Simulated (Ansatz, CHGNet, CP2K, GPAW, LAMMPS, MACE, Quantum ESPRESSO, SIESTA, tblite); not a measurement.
## Amorphous carbon (100 atoms): one structure in several programs

Aim: run amorphous carbon (100 atoms) in several programs and set results and cost side by side. A plane-wave run serves as the reference.

Calculated with Quantum ESPRESSO 7.5; Kohn-Sham DFT, PBE, SSSP efficiency 1.3.0 pseudopotentials, plane waves.

## (1) The starting structure

The cell holds 100 atoms: 100 C. Its edges and angles: a = 10.470 Å, b = 10.470 Å, c = 10.470 Å, α = 90.0°, β = 90.0°, γ = 90.0°. 100 atoms (100 C) placed at random at 1.74 g/cm³, melted at 5500 K for 10 ps at fixed volume with the LCBOP (Los and Fasolino, Phys. Rev. B 68, 024107 (2003)). Quenched from 5500 K to 300 K at 100 K/ps and fixed volume, held 5 ps.

## (2) Reference: Quantum ESPRESSO, plane waves

Input file pw.in:

```
&control
  calculation = 'scf'
  pseudo_dir = './pseudo'
  outdir = './tmp'
  disk_io = 'none'
  tprnfor = .true.
  tstress = .true.
/
&system
  ibrav = 0
  nat = 100
  ntyp = 1
  ecutwfc = 45
  ecutrho = 360
  nosym = .true.
  occupations = 'smearing'
  smearing = 'fd'
  degauss = 0.003675
/
&electrons
  conv_thr = 5.0e-07
  electron_maxstep = 100
  mixing_beta = 0.2
  mixing_mode = 'local-TF'
  diagonalization = 'david'
/
ATOMIC_SPECIES
C 12.011 C.upf
CELL_PARAMETERS angstrom
10.46950 0.00000 0.00000
0.00000 10.46950 0.00000
0.00000 0.00000 10.46950
ATOMIC_POSITIONS crystal
C 0.46867 0.08807 0.66176
C 0.29458 0.56485 0.37092
C 0.26900 0.79303 0.20754
C 0.25985 0.93802 0.61120
C 0.40165 0.96118 0.61551
C 0.76942 0.20338 0.78821
C 0.68287 0.22402 0.89507
C 0.19125 0.12554 0.70873
C 0.60707 0.31261 0.62696
C 0.40065 0.36338 0.43904
C 0.38697 0.86635 0.01807
C 0.46961 0.83509 0.59737
[... 84 atom lines left out ...]
C 0.78627 0.80747 0.31027
C 0.84226 0.49023 0.79639
C 0.43704 0.74674 0.38123
C 0.27522 0.78170 0.06615
K_POINTS gamma
```

Started as:

```bash
OMP_NUM_THREADS=1 mpirun -np 2 pw.x -in pw.in > output.txt
```

The program printed:

```text
Program PWSCF
     gamma-point specific algorithms are used
     Parallelization info
     sticks:   dense  smooth     PW     G-vecs:    dense   smooth      PW
     Min        5606    2810    702               446914   157990   19802
     Max        5607    2811    703               446921   157995   19805
     Sum       11213    5621   1405               893835   315985   39607
     bravais-lattice index     =            0
     lattice parameter (alat)  =      19.7845  a.u.
     unit-cell volume          =    7744.1619 (a.u.)^3
     number of atoms/cell      =          100
     number of atomic types    =            1
     number of electrons       =       400.00
     number of Kohn-Sham states=          240
     kinetic-energy cutoff     =      45.0000  Ry
[... lines left out ...]
     scf convergence threshold =      5.0E-07
[... lines left out ...]
     number of k points=     1  Fermi-Dirac smearing, width (Ry)=  0.0037
[... lines left out ...]
     total energy              =   -1838.85430331 Ry
[... lines left out ...]
     total energy              =   -1836.29991441 Ry
[... lines left out ...]
     total energy              =   -1836.81154830 Ry
[... lines left out ...]
     c_bands:  1 eigenvalues not converged
[... lines left out ...]
     total energy              =   -1836.73949937 Ry
[... lines left out ...]
     total energy              =   -1836.73949947 Ry
[... lines left out ...]
   -13.4302 -13.3212 -13.1456 -13.0506 -12.9573 -12.7444 -12.5256 -12.4116
   -12.3371 -12.2955 -12.1875 -12.0852 -11.8299 -11.7589 -11.7380 -11.6275
[...]
6.4400   6.5399   6.6654   6.6872   6.8240   6.9058   6.9701   6.9871
     7.1697   7.2432   7.4395   7.4805   7.5693   7.7037   7.7822   7.8125
     the Fermi energy is     4.2525 ev
!    total energy              =   -1836.73949949 Ry
     total all-electron energy =     -7613.149282 Ry
     estimated scf accuracy    <       0.00000023 Ry
     smearing contrib. (-TS)   =      -0.01794480 Ry
     internal energy E=F+TS    =   -1836.72155469 Ry
     The total energy is F=E-TS. E is the sum of the following terms:
     one-electron contribution =    -861.11271967 Ry
     hartree contribution      =     603.16740817 Ry
     xc contribution           =    -453.87456834 Ry
     ewald contribution        =    -508.33239466 Ry
     one-center paw contrib.   =    -616.56928019 Ry
     convergence has been achieved in  18 iterations
     Forces acting on atoms (cartesian axes, Ry/au):
     atom    1 type  1   force =     0.00394140    0.05710480   -0.03114725
     atom    2 type  1   force =     0.08204577    0.03082010   -0.00462751
     atom    3 type  1   force =    -0.00227868   -0.03300282   -0.07358341
[...]
atom   99 type  1   force =    -0.00517726    0.14481462   -0.04795958
     atom  100 type  1   force =    -0.01093973   -0.03745107   -0.14020769
     Total force =     0.961266     Total SCF correction =     0.000709
     Computing stress (Cartesian axis) and pressure
          total   stress  (Ry/bohr**3)                   (kbar)     P=     -136.18
  -0.00110729  -0.00017292  -0.00020157         -162.89      -25.44      -29.65
  -0.00017292  -0.00074413  -0.00011171          -25.44     -109.47      -16.43
  -0.00020157  -0.00011171  -0.00092573          -29.65      -16.43     -136.18
     Message from routine punch:
     Nothing written, as per user request (disk_io='none')
```

The job ended after 2.6 min (2 MPI ranks of Arm Neoverse V2, shared host; peak memory 2.8 GiB; 5.2 min of CPU time).

Banners and routine set-up lines are dropped from the logs; longer cuts are marked.

Numbers from this run:

```
r.m.s. force component : 1.427 eV/Å
longest force          : 5.519 eV/Å
pressure               : -13.62 GPa
```

## (3) The other programs

The programs:
- CHGNet: machine-learned potential, published weights.
- CP2K 2026.2: Gaussian basis with GTH pseudopotentials and a plane-wave density; labels give functional, basis (MOLOPT sets; SR short-range, UZH the newer set with its own potentials), grid cutoff/relative cutoff and solver (OT: orbital transformation; TRS4, TC2, SIGN: linear-scaling purification with its sparsity filter), or its built-in tight binding.
- GPAW 26.7.0: PAW with atomic orbitals (LCAO), plane waves or a real-space grid of spacing h.
- MACE: machine-learned potential, published weights.
- Quantum ESPRESSO 7.5: plane waves; labels (QE) give functional, pseudopotential set and cutoffs of waves/density.
- SIESTA 5.4.2: numerical atomic orbitals, whose automatically made sets are far from complete, with PseudoDojo norm-conserving potentials that we converted to its format (checked against plane waves on the same files for H, C, O, Si, Ge and Ca alone); labels give functional, basis size, energy shift and mesh cutoff.
- tblite 0.8.0: extended tight binding, driven from Python.

All use the same cell and atoms; the electronic-structure runs use the same k-mesh, and an electronic temperature of 580 K (0.05 eV) where levels are smeared.

Differences are against the plane-wave reference, forces as r.m.s. over components; share is that over the reference's r.m.s. force, slope the least-squares factor from reference forces to these. Total energies of different programs have different zeros and aren't compared.

```tsv
run	Δ force, r.m.s. (meV/Å)	share (%)	slope	Δ pressure (GPa)	cores	CPU time	memory (GiB)
reference	-	-	-	-	2	5.2 min	2.8
CHGNet 0.3.0 potential	879	61.6	0.529	0.763	1	3.7 s	1.8
CP2K PBE, DZVP-MOLOPT-SR, 450/20 Ry, diagonalisation (coarse)	47.3	3.32	1.012	0.719	4	3.6 min	2.8
CP2K PBE, DZVP-MOLOPT-SR, 450/50 Ry, diagonalisation	38.3	2.68	1.010	0.406	4	5.2 min	2.8
CP2K PBE, DZVP-MOLOPT-SR, 630/50 Ry, diagonalisation	38.3	2.68	1.010	0.406	4	7 min	4.0
CP2K PBE, SZV-MOLOPT-SR, 450/50 Ry, diagonalisation (coarse)	514	36.1	1.302	5.15	1	3 min	1.8
CP2K PBE, TZVP-MOLOPT, 450/50 Ry, diagonalisation	22.4	1.57	1.000	0.391	4	68 min	3.4
CP2K TPSS, PBE potentials, DZVP-MOLOPT-SR, 450/50 Ry, diagonalisation	62.3	4.36	1.034	0.793	4	13 min	2.9
CP2K revPBE, PBE potentials, DZVP-MOLOPT-SR, 450/50 Ry, diagonalisation	38.0	2.66	1.013	1.15	4	5.1 min	2.8
GPAW PBE, LCAO dzp, h 0.2 Å	162	11.3	1.018	-	2	3.3 min	1.4
GPAW PBE, LCAO szp(dzp), h 0.2 Å (coarse)	407	28.5	1.019	-	1	2.1 min	0.89
GPAW revPBE, LCAO dzp, h 0.2 Å	187	13.1	1.022	-	2	3.2 min	1.4
MACE MP-0b2 small potential	845	59.2	0.466	4.76	1	5.3 s	0.67
MACE MPA-0 medium potential	805	56.4	0.507	3.13	1	7 s	1.2
QE PBE, sssp-1.3.0-efficiency, 20/160 Ry (coarse)	344	24.1	1.045	-28.4	2	2 min	0.89
SIESTA PBE, DZ, shift 0.01 Ry, mesh 300 Ry (coarse)	275	19.2	1.078	5.90	1	1.7 min	0.74
SIESTA PBE, DZP, shift 0.01 Ry, mesh 300 Ry	228	16.0	1.033	4.82	2	5.2 min	1.5
SIESTA PBE, DZP, shift 0.02 Ry, mesh 300 Ry	187	13.1	1.033	0.942	2	3.3 min	1.2
SIESTA PBE, SZ, shift 0.01 Ry, mesh 300 Ry (coarse)	889	62.3	1.120	23.9	1	78 s	0.61
tblite GFN1-xTB	275	19.3	1.046	-5.88	1	2.1 s	0.11
tblite GFN2-xTB	272	19.0	1.029	-8.24	1	7.2 s	0.12
```

Rows marked coarse use a setting chosen to be so.

Times of the machine-learned potentials are mostly Python's start and the loading of weights.

CPU time is summed over cores on a shared host, where runs went side by side, so it is rough. Symmetry, cutoffs, thresholds, outputs and thread counts weren't matched or tuned between programs; memory under MPI is the largest rank's times the ranks.

Runs without a result: CP2K SCC-DFTB, diagonalisation (not converged, the SCF not settling); CP2K GFN1-xTB, diagonalisation (not converged, the SCF not settling).

Within one program, basis, potentials and functional, energies share a zero. Each run against its twin at the usual cutoff or grid and solver:

```tsv
run	twin	Δ energy (meV/atom)	Δ force, r.m.s. (meV/Å)	CPU time over the twin's
CP2K PBE, DZVP-MOLOPT-SR, 450/20 Ry, diagonalisation	DZVP-MOLOPT-SR, 450/50 Ry, diagonalisation	-4.07	26.4	0.69
CP2K PBE, DZVP-MOLOPT-SR, 630/50 Ry, diagonalisation	DZVP-MOLOPT-SR, 450/50 Ry, diagonalisation	0.0013	0.68	1.4
QE PBE, sssp-1.3.0-efficiency, 20/160 Ry	sssp-1.3.0-efficiency, 45/360 Ry	863	344	0.38
```

## (4) What came out

```yaml
reference_r_m_s_force_component: 1.43 eV/Å
nearest_in_forces: CP2K PBE, TZVP-MOLOPT, 450/50 Ry, diagonalisation, 1.6 %
farthest_in_forces: a tie at 62 % of 2 runs: CHGNet 0.3.0 potential; SIESTA PBE, SZ, shift 0.01 Ry, mesh 300 Ry (coarse)
cheapest_electronic_structure_run_beside_the_reference: tblite GFN1-xTB, 2.1 s of CPU time
```

**Reading.** The PBE runs in local orbitals, coarse settings apart, differ by 1.6 % (CP2K PBE, TZVP-MOLOPT, 450/50 Ry, diagonalisation) to 16 % (SIESTA PBE, DZP, shift 0.01 Ry, mesh 300 Ry); basis, grid and potentials can all enter. Tight binding differs by 19 % in each run; it is another model, with fitted parameters of its own, and the xTB methods hold dispersion. Machine-learned potentials differ by 56 % (MACE MPA-0 medium potential) to 62 % (CHGNet 0.3.0 potential); they were trained on other programs' data. Among those trained on PBE data the slope goes as low as 0.47, with a correlation of 0.88, so directions differ as well as sizes. Rows with another functional or a dispersion term differ by 2.7 % (CP2K revPBE, PBE potentials, DZVP-MOLOPT-SR, 450/50 Ry, diagonalisation) to 13 % (GPAW revPBE, LCAO dzp, h 0.2 Å), which mixes the change of model with differences of basis and potentials, some of them made for another functional. Runs with settings chosen to be coarse differ by 3.3 % (CP2K PBE, DZVP-MOLOPT-SR, 450/20 Ry, diagonalisation) to 62 % (SIESTA PBE, SZ, shift 0.01 Ry, mesh 300 Ry), their programs' other errors included. Of the electronic-structure runs that take under half the reference's CPU time, tblite GFN2-xTB is among the nearest, at 19 % in 7.2 s against 5.2 min; its pressure misses by -8.2 GPa. CP2K PBE, SZV-MOLOPT-SR, 450/50 Ry, diagonalisation stiffens the forces by a factor of 1.30 while following their directions (correlation 0.989); the slopes of the 7 CP2K runs lie between 1.00 and 1.30. In pressure, QE PBE, sssp-1.3.0-efficiency, 20/160 Ry misses by -28.4 GPa, at the same functional; a cutoff this low leaves a large Pulay stress. In the reference: levels near the Fermi energy are neither full nor empty under the smearing, so no gap is quoted. Periodic xTB results under one method name differ between programs and library versions. The reference's pressure holds the uncorrected Pulay stress of its 45 Ry basis, so small pressure differences, and their order, may be the reference's own error. Machine-learned potentials mimic data converged in k, so the reference's own k-point error enters their differences. The quench rate of 100 K/ps is many orders above laboratory rates, so the cell is likely richer in defects and strain than a real sample. The network of bonds at the start is that of the classical potential that made the cell, and needn't be the one that DFT or experiment would give. The reference's stress is far from hydrostatic: its diagonal is -16.3, -10.9, -13.6 GPa, compression counted positive. The electronic-structure runs sample only Γ, in a cell whose shortest periodic width is 10 Å, which is coarse for a cell with partly filled levels.

[Long decimals in the printed logs are rounded to 6 places.]

[Also dropped from logs without a mark: lines with file paths, logging warnings of Python, QE's lines on negative density and diagonalisation, SIESTA's first energy breakdown, zero terms and Voronoi charges.]

[Logs are printed without paths, hosts, clocks, repeated set-up lines and the standing remarks that a program may print on its own settings, such as how far it seeks lower states.]

[Hosts, paths, dates, database ids (printed as entryN), source tags and the programs' standing remarks are cut or masked in the printed files.]

[Not all failed runs are listed: runs killed by the host, ended in a Python traceback or in CONQUEST's support-function errors, and SIESTA runs with faulty potentials for Cu, Fe, Ni or Zn are left out.]
